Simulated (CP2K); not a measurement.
Two runs for the S L₂,₃ edge of 2-hydroxythiophene. Run A: CP2K XAS_TDP, all-electron GAPW, PBEh(45%), aug-cc-pVDZ, TDA, ZORA, spin–orbit coupling. Run B differs in one setting.

First lines with a strength over 0.0003. A:

```tsv
atom	energy (eV)	states	strength, one atom
S6 (bonded to 2 C)	164.15	1	0.0021
	164.35	1	0.0013
	164.90	2	0.0005
	164.99	1	0.0006
	165.25	1	0.0015
```

B:

```tsv
atom	energy (eV)	states	strength, one atom
S6 (bonded to 2 C)	167.19	2	0.0019
	167.38	1	0.0013
	167.93	2	0.0005
	168.02	1	0.0006
	168.29	1	0.0015
```

Which was it: GW2X switched on, the functional, the basis?

GW2X switched on. GW2X shifts the lines nearly together; each 2p level gets its own shift. The lowest line over the strength cut lies at 167.19 eV, against 164.15 eV (PBEh(45%), aug-cc-pVDZ).

[Banner, clock and machine lines of the logs are left out without a mark of their own.]

[Logs are printed without paths, hosts, clocks, repeated set-up lines and the standing remarks that a program may print on its own settings, such as how far it seeks lower states.]

[Hosts, paths, dates, database ids (printed as entryN), source tags and the programs' standing remarks are cut or masked in the printed files.]
